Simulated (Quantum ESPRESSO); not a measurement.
**TiClO: parallel and opposed starts**

Aim: find out which collinear order of TiClO costs least.

Method: PBEsol; plane waves with GBRV 1.5 PBEsol potentials, no spin-orbit coupling, in Quantum ESPRESSO 7.5.

This is a report of a sequence of runs, with most program output left out.

The database entry behind the starting cell differs from later determinations by our own check (old inner coordinates), so it need not match the best structure at ambient conditions.

## Step 1: Starting point

It takes space group Pmmn (No. 59, orthorhombic). Conventional cell: a = 3.380 Å, b = 3.790 Å, c = 8.030 Å, α = 90.00°, β = 90.00°, γ = 90.00°. Nearest to Ti lie 4 O at 1.95 to 2.26 Å and 2 Cl at 2.32 Å. Cl has 2 Ti at 2.32 Å nearest. Nearest to O lie 4 Ti at 1.95 to 2.26 Å. Farther neighbours and most contacts between anions are not listed.

The cell comes from the Crystallography Open Database.

## Step 2: Run 1 (ferro ++)

The signs are those of the starting moments on the seeded atoms, the atoms that are given a moment.

The input, pw.in:

```
&CONTROL
  calculation = 'scf'
  prefix = 'pwscf'
  outdir = './tmp'
  pseudo_dir = './pseudo'
  disk_io = 'nowf'
/
&SYSTEM
  ibrav = 0
  celldm(1) = 8
  nat = 6
  ntyp = 3
  ecutwfc = 40
  ecutrho = 280
  nbnd = 36
  occupations = 'smearing'
  smearing = 'fd'
  degauss = 0.00367493
  nspin = 2
  starting_magnetization(1) = 0.0833
  starting_magnetization(2) = 0
  starting_magnetization(3) = 0
/
&ELECTRONS
  conv_thr = 1.2d-08
  electron_maxstep = 150
  mixing_beta = 0.3
/
ATOMIC_SPECIES
Ti     47.8670 ti_pbesol_v1.4.uspp.F.UPF
Cl     35.4500 cl_pbesol_v1.4.uspp.F.UPF
O      15.9990 o_pbesol_v1.2.uspp.F.UPF
CELL_PARAMETERS alat
   0.7984092876544    0.0000000000000    0.0000000000000
   0.0000000000000    0.8952577515415    0.0000000000000
   0.0000000000000    0.0000000000000    1.8968125975931
ATOMIC_POSITIONS crystal
Ti      0.0000000000    0.5000000000    0.1220000000
Ti      0.5000000000    0.0000000000    0.8780000000
Cl      0.5000000000    0.5000000000    0.3200000000
Cl      0.0000000000    0.0000000000    0.6800000000
O       0.5000000000    0.5000000000    0.9350000000
O       0.0000000000    0.0000000000    0.0650000000
K_POINTS automatic
6 6 6 0 0 0
```

Launch:

```
> OMP_NUM_THREADS=1 mpirun -n 4 pw.x -nk 4 -in pw.in > pw.out
```

It took 46 s on 4 MPI ranks of Intel Xeon 6975P-C (Granite Rapids), shared host; peak memory 0.76 GiB.

Spin moment in the atom's sphere by atom:

| atom | spin moment in the atom's sphere (μB) |
| --- | --- |
| Ti1 | 0.622 |
| Ti2 | 0.622 |
| Cl3 | 0.010 |
| Cl4 | 0.010 |
| O5 | -0.002 |
| O6 | -0.002 |

This step gave:

```yaml
smearing_term_ts: 0.03731 eV
magnetization: 1.974 μB
absolute_magnetization: 2.048 μB
final_state: ferromagnetic
```

## Step 3: Run 2, typed as antiferro +−

Edit pw.in of step 2 so:

```diff
@@ -11,6 +11,6 @@
   nat = 6
-  ntyp = 3
+  ntyp = 4
   ecutwfc = 40
   ecutrho = 280
-  nbnd = 36
+  nbnd = 35
   occupations = 'smearing'
@@ -20,4 +20,5 @@
   starting_magnetization(1) = 0.0833
-  starting_magnetization(2) = 0
+  starting_magnetization(2) = -0.0833
   starting_magnetization(3) = 0
+  starting_magnetization(4) = 0
 /
@@ -29,3 +30,4 @@
 ATOMIC_SPECIES
-Ti     47.8670 ti_pbesol_v1.4.uspp.F.UPF
+Ti1    47.8670 ti_pbesol_v1.4.uspp.F.UPF
+Ti2    47.8670 ti_pbesol_v1.4.uspp.F.UPF
 Cl     35.4500 cl_pbesol_v1.4.uspp.F.UPF
@@ -37,4 +39,4 @@
 ATOMIC_POSITIONS crystal
-Ti      0.0000000000    0.5000000000    0.1220000000
-Ti      0.5000000000    0.0000000000    0.8780000000
+Ti1     0.0000000000    0.5000000000    0.1220000000
+Ti2     0.5000000000    0.0000000000    0.8780000000
 Cl      0.5000000000    0.5000000000    0.3200000000
```

Run time: 56 s. Hardware: 4 MPI ranks; peak memory 0.83 GiB; 3.8 min of CPU time.

Spin moment in the atom's sphere by atom:

| atom | spin moment in the atom's sphere (μB) |
| --- | --- |
| Ti1 | 0.574 |
| Ti2 | -0.574 |
| Cl3 | 0.010 |
| Cl4 | -0.010 |
| O5 | 0.037 |
| O6 | -0.037 |

This step gave:

```yaml
smearing_term_ts: 0.05084 eV
magnetization: 0 μB
absolute_magnetization: 1.907 μB
final_state: antiferromagnetic
```

## Step 4: Run 3, typed as no spin polarisation

Edit pw.in of step 3 so:

```diff
@@ -11,3 +11,3 @@
   nat = 6
-  ntyp = 4
+  ntyp = 3
   ecutwfc = 40
@@ -18,7 +18,2 @@
   degauss = 0.00367493
-  nspin = 2
-  starting_magnetization(1) = 0.0833
-  starting_magnetization(2) = -0.0833
-  starting_magnetization(3) = 0
-  starting_magnetization(4) = 0
 /
@@ -30,4 +25,3 @@
 ATOMIC_SPECIES
-Ti1    47.8670 ti_pbesol_v1.4.uspp.F.UPF
-Ti2    47.8670 ti_pbesol_v1.4.uspp.F.UPF
+Ti     47.8670 ti_pbesol_v1.4.uspp.F.UPF
 Cl     35.4500 cl_pbesol_v1.4.uspp.F.UPF
@@ -39,4 +33,4 @@
 ATOMIC_POSITIONS crystal
-Ti1     0.0000000000    0.5000000000    0.1220000000
-Ti2     0.5000000000    0.0000000000    0.8780000000
+Ti      0.0000000000    0.5000000000    0.1220000000
+Ti      0.5000000000    0.0000000000    0.8780000000
 Cl      0.5000000000    0.5000000000    0.3200000000
```

Run time: 23 s. Hardware: 4 MPI ranks; peak memory 0.53 GiB; 89 s of CPU time.

Numbers from this step:

| Quantity | Value |
| --- | --- |
| smearing term TS | 0.04819 eV |
| final state | non-magnetic (no spin polarisation) |

## Step 5: Energies of the orders

An order is kept where moments of 0.15 μB or more survive with the typed signs; meshes match where a doubled cell samples the same k points as the first cell.

Orders:

| start | final state | typed order kept | energy over the lowest (meV a seeded atom) | largest site moment (μB) | net moment (μB a cell of the first run) | mesh matched | CPU time (s) |
| --- | --- | --- | --- | --- | --- | --- | --- |
| ferro ++ | ferromagnetic | yes | 0 | 0.6219 | 1.974 | yes | 183.5 |
| antiferro +- | antiferromagnetic | yes | 12.31 | 0.5742 | 0 | yes | 225 |
| no spin polarisation | non-magnetic | - | 43.08 | 0 | 0 | yes | 89.31 |

## Step 6: Outcome

| Property | Result |
| --- | --- |
| lowest state found | ferromagnetic (from ferro ++) |
| largest site moment | 0.622 μB |
| next state with moments | antiferromagnetic, 12.3 meV a seeded atom higher |
| state without moments | 43.1 meV a seeded atom higher |

What this shows: The smearing terms TS of the orders run from 19 to 25 meV a seeded atom, so the differences would change at a smaller width: an order with a larger TS is lowered more by the smearing. This is the lowest of 3 collinear or spinless starts, no proof of the ground state. No Hubbard term acts here. In such compounds local and semilocal functionals without one often delocalise the d electrons, and can shrink or lose moments and miss the size, sign and order of the couplings. The smearing term is large for its width, so states at the Fermi level are partly filled: at this level the cell is a metal or has a gap of a few widths at most.

[Logs and program files are shortened in this print: banners, set-up blocks, solver, clock and traceback lines can be left out without a mark of their own.]

[Logs are printed without paths, hosts, clocks, repeated set-up lines and the standing remarks that a program may print on its own settings, such as how far it seeks lower states.]

[Hosts, paths, dates, database ids (printed as entryN), source tags and the programs' standing remarks are cut or masked in the printed files.]

[Where a cell is said to come from a database of computed structures, the database is the Materials Project.]
